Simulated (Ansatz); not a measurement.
## Neighbourhoods of single atoms in twisted graphene monolayer on bilayer, 87.80° (78 atoms)

The cell holds 78 atoms: 78 C. Its edges and angles: a = 8.870 Å, b = 8.870 Å, c = 20.690 Å, α = 90.0°, β = 90.0°, γ = 120.0°. It derives from C (graphene). The starting structure: Graphene (a = 2.46 Å) under graphene (a = 2.46 Å), monolayer on bilayer, commensurate cell of 13 unit cells a layer, twist 87.80 deg; facing planes 3.32, 3.37 Å apart as built; 14 Å of vacuum; minimised with a classical potential. Regions: layer 1, 26 atoms (26 C); layer 2, 26 atoms (26 C); layer 3, 26 atoms (26 C). Vacuum lies along c.

Method: Kohn-Sham DFT, LDA, PAW (set soft_2), plane waves (Ansatz 0.2.0; cutoff 420 eV, k-mesh 3×3×1, fermi-dirac smearing of 0.05 eV), at the relaxed geometry.

The whole cell was solved; only parts of it are printed.

Local excerpt of 22 atoms (numbers count through the whole input) about C41, picked at random; x, y, z are measured from there.

| atom | x | y | z | distance (Å) | bonds | Löwdin charge (e) |
| --- | --- | --- | --- | --- | --- | --- |
| C41 | 0.00 | 0.00 | 0.00 | 0.00 | 3 | 0.03 |
| C42 | 1.02 | -0.98 | 0.00 | 1.42 | 3 | 0.03 |
| C44 | 0.34 | 1.38 | 0.00 | 1.42 | 3 | 0.03 |
| C36 | -1.36 | -0.39 | 0.00 | 1.42 | 3 | 0.03 |
| C33 | -1.71 | -1.77 | 0.00 | 2.46 | 3 | 0.03 |
| C39 | 0.68 | -2.36 | 0.00 | 2.46 | 3 | 0.03 |
| C47 | 2.39 | -0.59 | 0.00 | 2.46 | 3 | 0.03 |
| C49 | 1.71 | 1.77 | 0.00 | 2.46 | 3 | 0.03 |
| C43 | -0.68 | 2.36 | 0.00 | 2.46 | 3 | 0.03 |
| C35 | -2.39 | 0.59 | 0.00 | 2.46 | 3 | 0.03 |
| C34 | -0.68 | -2.76 | 0.00 | 2.84 | 3 | 0.03 |
| C50 | 2.73 | 0.79 | 0.00 | 2.84 | 3 | 0.03 |
| C38 | -2.05 | 1.97 | 0.00 | 2.84 | 3 | 0.03 |
| C18 | 0.00 | 0.00 | -3.28 | 3.28 | 3 | 0.04 |
| C69 | -0.68 | 0.00 | 3.41 | 3.48 | 3 | 0.04 |
| C72 | 0.34 | 0.98 | 3.41 | 3.56 | 3 | 0.04 |
| C15 | -0.34 | -1.38 | -3.28 | 3.58 | 3 | 0.04 |
| C23 | 1.36 | 0.39 | -3.28 | 3.58 | 3 | 0.04 |
| C17 | -1.02 | 0.98 | -3.28 | 3.58 | 3 | 0.04 |
| C70 | -0.34 | -1.38 | 3.41 | 3.69 | 3 | 0.04 |
| C48 | 3.41 | -1.58 | 0.00 | 3.76 | 3 | 0.03 |
| C40 | 1.71 | -3.35 | 0.00 | 3.76 | 3 | 0.03 |

The column of bonds counts only the pairs C-C within 1.82 Å; other neighbours, such as metal atoms beside each other in a compound, aren't counted, and periodic images can show an atom twice.

Length of the force by element:

| element | coordination | atoms | mean length of the force (eV/Å) | spread | least | most |
| --- | --- | --- | --- | --- | --- | --- |
| C | all | 78 | 0.0069 | 0.0047 | 3.0e-4 | 0.0154 |

The mean of these charges, 0.035 e, is only the charge that the projection spills.

Löwdin charges by element (they lack the spilled electrons, 0.035 e an atom on average):

| element | coordination | atoms | mean charge (e) | spread | least | most |
| --- | --- | --- | --- | --- | --- | --- |
| C | all | 78 | 0.0354 | 0.0031 | 0.0293 | 0.0389 |

The functional has no dispersion term, which matters for the binding between molecules or layers, where LDA binds through overlap of densities alone. The Löwdin charges lack the electrons that the projection spills, 0.035 e an atom on average.

[Hosts, paths, dates, database ids (printed as entryN), source tags and the programs' standing remarks are cut or masked in the printed files.]
